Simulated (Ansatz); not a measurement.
# How the geometry moves the gap of Cs3Bi2Br9 (P-3m1), part 2 of 2

Wanted: the change of the gap of Cs3Bi2Br9 (P-3m1) on relaxing cell and ions.

Ansatz 0.2.0; r2SCAN, HSE06 and G0W0, plane waves, PAW. Known limits of the many-body steps: not at the basis limit; no spin-orbit coupling.

So far. Step 2 (r2SCAN bands at the given cell): The gap is indirect, with the least direct gap 0.004 eV higher.

### 4. r2SCAN at the relaxed cell

Level of this step: DFT, r2SCAN, plane waves, PAW (Ansatz).

input.yaml reads:

```yaml
crystal:
  lattice:
    - [8.0365792638, 0.0, 0.0]
    - [-4.0182896319, 6.959881802, 0.0]
    - [0.0, 0.0, 9.9402750246]
  atoms:
    - { symbol: Cs, position: [0.6666666667, 0.3333333333, 0.6641432841] }
    - { symbol: Cs, position: [0.3333333333, 0.6666666667, 0.3358567159] }
    - { symbol: Cs, position: [0.0, 0.0, 0.0] }
    - { symbol: Bi, position: [0.6666666667, 0.3333333333, 0.1899569631] }
    - { symbol: Bi, position: [0.3333333333, 0.6666666667, 0.8100430369] }
    - { symbol: Br, position: [0.5, 0.5, 0.0] }
    - { symbol: Br, position: [0.5, 0.0, 0.0] }
    - { symbol: Br, position: [0.0, 0.5, 0.0] }
    - { symbol: Br, position: [0.3343493036, 0.1671746518, 0.3375031298] }
    - { symbol: Br, position: [0.8328253482, 0.1671746518, 0.3375031298] }
    - { symbol: Br, position: [0.8328253482, 0.6656506964, 0.3375031298] }
    - { symbol: Br, position: [0.1671746518, 0.3343493036, 0.6624968702] }
    - { symbol: Br, position: [0.1671746518, 0.8328253482, 0.6624968702] }
    - { symbol: Br, position: [0.6656506964, 0.8328253482, 0.6624968702] }
kpoints:
  mp_grid: { grid: [6, 6, 2] }
  band_path:
    path:
      - [[0.0, 0.0, 0.0], [0.5, 0.0, 0.0], [0.33333333, 0.33333333, 0.0], [0.0, 0.0, 0.0], [0.0, 0.0, 0.5], [0.5, 0.0, 0.5], [0.33333333, 0.33333333, 0.5], [0.0, 0.0, 0.5]]
      - [[0.5, 0.0, 0.5], [0.5, 0.0, 0.0]]
      - [[0.33333333, 0.33333333, 0.5], [0.33333333, 0.33333333, 0.0]]
    npoints: 10
hamiltonian:
  xc: r2scan
scf:
  occupations: { method: fermi_dirac, width: 0.02 }
  n_extra_bands: 8
output:
  eigenvalues: true
  forces: true
  stress: true
```

The run is started by

```console
$ ansatz run input.yaml --threads 3 --pin off --max-ram 92160MiB --backend cuda --events-out ev --progress --plain --runs-dir out --devices 1 --max-vram 13GiB
```

Numbers of over 12 decimals in the logs are rounded to 6 here.

What it wrote:

```text
[...]
GPUs: using 1 of 1 available (devices: 1).
[...]
GPU FFT provider: cuFFT
GPU libraries: cuBLAS 13.8.2, cuFFT 12.4.0, cuSOLVER 12.3.4
Crystal: 14 atoms, lattice volume = 555.996 Å³
Basis set: ecut = 500 eV, 14143 PW (Γ), exchange–correlation on 240×240×300 points (64 copies of the dense FFT grid, shifted against one another)
[...]
k-point 0: bands = [... 56 lower, 1.6477, 1.6594, 1.7081, 2.3960, 5.2828, 5.9535, 5.9535, 7.1498, ... 4 higher]
  k-point 1: bands = [... 56 lower, 1.8316, 1.8316, 1.8346, 1.9270, 5.5112, 5.5238, 5.5238, 7.0432, ... 4 higher]
  k-point 2: bands = [... 56 lower, 1.5732, 1.6697, 1.7430, 2.4012, 5.4963, 5.8885, 5.9412, 7.0881, ... 4 higher]
  k-point 13: bands = [... 56 lower, 1.4918, 1.4918, 2.0648, 2.0648, 6.0476, 6.0476, 6.0676, 6.8126, ... 4 higher]
[key lines of the parts left out:]
SCF converged after 7 iterations
Free energy (F): -67035.606460 eV
Fermi energy:    3.861959 eV
P = ⅓ Tr σ = -0.0019 GPa (-0.019 kbar)
```

Elapsed: 21 s, on 1 × NVIDIA H100 80GB HBM3 (shared by 6 runs) with 3 threads of AMD EPYC 7R13 (Zen 3), shared host; peak memory 1.9 GiB; 25 s of CPU time.

Numbers from this step:

```
pressure             : -0.001886 GPa
gap                  : 2.880 eV
valence top at       : k = (0.150, 0.000, 0.000)
conduction bottom at : Γ
least direct gap     : 2.887 eV
```

The gap is indirect, with the least direct gap 0.007 eV higher.

### 5. HSE06 at the relaxed cell

HSE06 mixes in a quarter of exact exchange at short range. Exchange couples all pairs of k points, which makes a full band path dear, so levels are read on the mesh and at chosen points.

This step: DFT, HSE06, plane waves, PAW.

Changes to input.yaml since step 4:

```diff
@@ -21,13 +21,18 @@
 kpoints:
-  mp_grid: { grid: [6, 6, 2] }
+  mp_grid: { grid: [3, 3, 2] }
   band_path:
     path:
-      - [[0.0, 0.0, 0.0], [0.5, 0.0, 0.0], [0.33333333, 0.33333333, 0.0], [0.0, 0.0, 0.0], [0.0, 0.0, 0.5], [0.5, 0.0, 0.5], [0.33333333, 0.33333333, 0.5], [0.0, 0.0, 0.5]]
-      - [[0.5, 0.0, 0.5], [0.5, 0.0, 0.0]]
-      - [[0.33333333, 0.33333333, 0.5], [0.33333333, 0.33333333, 0.0]]
-    npoints: 10
+      - [0.0, 0.0, 0.0]
+      - [0.5, 0.0, 0.0]
+      - [0.33333333, 0.33333333, 0.0]
+      - [0.0, 0.0, 0.5]
+      - [0.5, 0.0, 0.5]
+      - [0.33333333, 0.33333333, 0.5]
+      - [0.066666666, 0.066666666, 0.0]
+      - [0.15, 0.0, 0.0]
+    npoints: 1
 hamiltonian:
-  xc: r2scan
+  xc: hse06
 scf:
-  occupations: { method: fermi_dirac, width: 0.02 }
+  occupations: { method: fixed }
   n_extra_bands: 8
@@ -35,3 +40,5 @@
   eigenvalues: true
-  forces: true
-  stress: true
+  write_density: true
+  write_potential: true
+  elf: true
+  volumetric_format: npy
```

What it wrote:

```text
[...]
GPUs: using 1 of 1 available (devices: 1).
[...]
davidson cushion auto → on  (no smearing: the cushion is to keep the highest requested band from converging to the state above it; pin scf.eigensolver.cushion to override)
[...]
GPU FFT provider: cuFFT
GPU libraries: cuBLAS 13.8.2, cuFFT 12.4.0, cuSOLVER 12.3.4
Crystal: 14 atoms, lattice volume = 555.996 Å³
Basis set: ecut = 420 eV, 10983 PW (Γ)
[...]
E sigma→0 (E₀):  -66911.320614 eV
Fermi energy:    2.168521 eV
[...]
--- Band table (eV; the first three rows and the last of 6) ---
  k-point 0: bands = [... 56 lower, 1.1987, 1.1987, 1.2370, 2.1685, 5.4044, 6.1074, 6.1074, 7.3456, ... 4 higher]
  k-point 1: bands = [... 56 lower, 1.3755, 1.3755, 1.3765, 1.6881, 5.6461, 5.6503, 5.6503, 7.2223, ... 4 higher]
  k-point 2: bands = [... 56 lower, 1.1088, 1.2256, 1.3396, 2.0588, 5.8987, 6.0740, 6.1497, 7.1927, ... 4 higher]
  k-point 5: bands = [... 56 lower, 1.0151, 1.0151, 1.7940, 1.7940, 6.2170, 6.2170, 6.2305, 7.0061, ... 4 higher]
[key lines of the parts left out:]
Free energy (F): -66911.320614 eV
```

Elapsed: 73 s, on 1 × NVIDIA H100 80GB HBM3 (shared by 6 runs) with 3 threads; peak memory 1.8 GiB.

This step gave:

```
gap                  : 3.230 eV
valence top at       : k = (0.067, 0.067, 0.000)
conduction bottom at : Γ
least direct gap     : 3.236 eV
```

The gap stands +0.35 eV against r2SCAN.

### 6. G0W0 at the relaxed cell

G0W0 replaces the xc potential by the self-energy, built once from these orbitals. Only a window of levels is corrected, while the sums run over the empty bands that the input names.

This step: G0W0 on r2SCAN, plane waves, PAW.

Changes to input.yaml since step 5:

```diff
@@ -22,23 +22,11 @@
   mp_grid: { grid: [3, 3, 2] }
-  band_path:
-    path:
-      - [0.0, 0.0, 0.0]
-      - [0.5, 0.0, 0.0]
-      - [0.33333333, 0.33333333, 0.0]
-      - [0.0, 0.0, 0.5]
-      - [0.5, 0.0, 0.5]
-      - [0.33333333, 0.33333333, 0.5]
-      - [0.066666666, 0.066666666, 0.0]
-      - [0.15, 0.0, 0.0]
-    npoints: 1
 hamiltonian:
-  xc: hse06
+  xc: r2scan
 scf:
   occupations: { method: fixed }
-  n_extra_bands: 8
-output:
-  eigenvalues: true
-  write_density: true
-  write_potential: true
-  elf: true
-  volumetric_format: npy
+gw:
+  n_empty_bands: 500
+  ecut_chi: 54
+  qp_bands: [v4, c4]
+  qp_kpoints: band_edges
+  screening: { model: contour_deformation }
```

What it wrote:

```text
GPUs: using 1 of 1 available (devices: 1).
[...]
GPU FFT provider: cuFFT
GPU libraries: cuBLAS 13.8.2, cuFFT 12.4.0, cuSOLVER 12.3.4
Crystal: 14 atoms, lattice volume = 555.996 Å³
Basis set: ecut = 500 eV, 14143 PW (Γ), exchange–correlation on 240×240×300 points (64 copies of the dense FFT grid, shifted against one another)
Bands: 74, of which v1, the nominal top of the filled ones, is band 60 counted from 1 (59 counted from 0)
[...]
0    64      7.1498    -9.7224    -3.1638   -13.8133  0.7957     8.0961     8.0768  root
[...]
5    61      6.0475   -10.7652    -2.8134   -14.5632  0.8049     7.0462     7.0321  root
     5    62      6.0475   -10.7652    -2.8134   -14.5632  0.8049     7.0462     7.0321  root
     5    63      6.0676   -10.7364    -2.7978   -14.5071  0.8045     7.0541     7.0404  root
     5    64      6.8126    -9.7420    -3.0972   -13.7441  0.7976     7.7338     7.7174  root
[key lines of the parts left out:]
SCF converged after 7 iterations
Free energy (F): -67035.604658 eV
Fermi energy:    2.396063 eV
```

Elapsed: 50 s, on 1 × NVIDIA H100 80GB HBM3 (shared by 6 runs) with 3 threads; peak memory 3.3 GiB.

Numbers from this step:

* bands summed: 560
* RPA ε∞ on this mesh (eigenvalues): 3.354, 3.378, 3.378
* plane waves in the screening matrix: 491
* G0W0 gap on the mesh: 3.976 eV
* k of the valence top: 0, 0, 0
* k of the conduction bottom: 0, 0, 0
* starting gap on the mesh: 2.887 eV
* least direct G0W0 gap on the computed points: 3.976 eV

The gap on the mesh goes from 2.89 eV to 3.98 eV, a correction of +1.09 eV. Between the two edge states, bare exchange in place of the xc potential would open the gap by 5.37 eV, and correlation takes back 4.28 eV.

### 7. G0W0 at the given cell

input.yaml reads:

```yaml
crystal:
  lattice:
    - [7.972, 0.0, 0.0]
    - [-3.986, 6.903954519, 0.0]
    - [0.0, 0.0, 9.867]
  atoms:
    - { symbol: Cs, position: [0.6666666667, 0.3333333333, 0.6669] }
    - { symbol: Cs, position: [0.3333333333, 0.6666666667, 0.3331] }
    - { symbol: Cs, position: [0.0, 0.0, 0.0] }
    - { symbol: Bi, position: [0.6666666667, 0.3333333333, 0.1918] }
    - { symbol: Bi, position: [0.3333333333, 0.6666666667, 0.8082] }
    - { symbol: Br, position: [0.5, 0.5, 0.0] }
    - { symbol: Br, position: [0.5, 0.0, 0.0] }
    - { symbol: Br, position: [0.0, 0.5, 0.0] }
    - { symbol: Br, position: [0.3353, 0.16765, 0.3394] }
    - { symbol: Br, position: [0.83235, 0.16765, 0.3394] }
    - { symbol: Br, position: [0.83235, 0.6647, 0.3394] }
    - { symbol: Br, position: [0.16765, 0.3353, 0.6606] }
    - { symbol: Br, position: [0.16765, 0.83235, 0.6606] }
    - { symbol: Br, position: [0.6647, 0.83235, 0.6606] }
kpoints:
  mp_grid: { grid: [3, 3, 2] }
hamiltonian:
  xc: r2scan
scf:
  occupations: { method: fixed }
gw:
  n_empty_bands: 489
  ecut_chi: 54
  qp_bands: [v4, c4]
  qp_kpoints: band_edges
  screening: { model: contour_deformation }
```

What it wrote:

```text
GPUs: using 1 of 1 available (devices: 1).
[...]
GPU FFT provider: cuFFT
GPU libraries: cuBLAS 13.8.2, cuFFT 12.4.0, cuSOLVER 12.3.4
Crystal: 14 atoms, lattice volume = 543.063 Å³
Basis set: ecut = 500 eV, 13781 PW (Γ), exchange–correlation on 240×240×288 points (64 copies of the dense FFT grid, shifted against one another)
Bands: 74, of which v1, the nominal top of the filled ones, is band 60 counted from 1 (59 counted from 0)
[...]
0    64      7.4749    -9.6350    -3.1734   -13.7299  0.7989     8.4145     8.3963  root
[...]
5    61      6.3752   -10.7723    -2.8330   -14.5938  0.8070     7.3775     7.3637  root
     5    62      6.3752   -10.7723    -2.8330   -14.5938  0.8070     7.3775     7.3637  root
     5    63      6.3996   -10.7698    -2.8161   -14.5639  0.8062     7.3912     7.3777  root
     5    64      7.1100    -9.7406    -3.1069   -13.7516  0.7999     8.0300     8.0141  root
[key lines of the parts left out:]
SCF converged after 7 iterations
Free energy (F): -67035.577472 eV
Fermi energy:    2.695269 eV
```

The job ended after 54 s (1 × NVIDIA H100 80GB HBM3 (shared by 6 runs) with 3 threads; peak memory 3.3 GiB; 76 s of CPU time).

Numbers from this step:

* bands summed: 549
* RPA ε∞ on this mesh (eigenvalues): 3.404, 3.404, 3.408
* plane waves in the screening matrix: 491
* G0W0 gap on the mesh: 3.965 eV
* k of the valence top: 0, 0, 0
* k of the conduction bottom: 0, 0, 0
* starting gap on the mesh: 2.892 eV
* least direct G0W0 gap on the computed points: 3.965 eV

The gap on the mesh goes from 2.89 eV to 3.97 eV, a correction of +1.07 eV. Between the two edge states, bare exchange in place of the xc potential would open the gap by 5.34 eV, and correlation takes back 4.26 eV.

### 8. Together

G0W0 rows are gaps on the mesh, lowered by the amount that the mesh misses the start's edges, a rough step that assumes the same correction there.

```tsv
level	given cell (eV)	relaxed cell (eV)	change (eV)
r2SCAN	2.89	2.88	−0.01
HSE06	-	3.23	-
G0W0@r2SCAN	3.96	3.97	+0.01
```

### 9. Results

| Property | Result |
| --- | --- |
| volume change | +2.4 % |
| r2SCAN, given cell | 2.89 eV |
| r2SCAN, relaxed cell | 2.88 eV |
| HSE06, relaxed cell | 3.23 eV |
| G0W0@r2SCAN, relaxed cell | 3.97 eV |
| G0W0@r2SCAN, given cell | 3.96 eV |
| known limits | not at the basis limit; no spin-orbit coupling |

**Reading.** Relaxation changes the volume by +2.4 % and the gap by −0.01 eV (r2SCAN) and +0.01 eV (G0W0@r2SCAN). Against experiment, by G0W0@r2SCAN at the given cell: the gap of 3.96 eV lies +1.46 eV from the measured 2.5 eV (optical, 300 K, 2020). An exciton line or allowed optical edge lies below the quasiparticle gap by the binding energy; a forbidden edge can push the onset above it. The calculation has static nuclei and no excitons; a measured gap holds zero-point and thermal motion, which mostly lowers it. A miss this large is more than these effects usually give: tightly bound excitons can cover part of it, absorption edges can read low, one-shot GW can overshoot, and the runs shown don't tell these apart. Bands and cutoff are finite, so the gap is not at the basis limit. The miss can reach some tenths of an eV and take either sign; the mesh is an error of its own. Where an edge is built on 6p states of lead, bismuth or thallium, scalar-relativistic gaps usually stand too wide, by a few tenths to over one eV. The many-body steps are scalar-relativistic: spin-orbit coupling is not in them.

[Paths, hosts, dates, memory and timing lines, banners, echoed tables and standing remarks are left out of the program output.]

[Logs are printed without paths, hosts, clocks, repeated set-up lines and the standing remarks that a program may print on its own settings, such as how far it seeks lower states.]

[Runs of the session that timed out or met a known fault of the program may be left out.]

[Cells called generated may have been cut or substituted from an entry of the Crystallography Open Database or the Materials Project.]

[Hosts, paths, dates, database ids (printed as entryN), source tags and the programs' standing remarks are cut or masked in the printed files.]
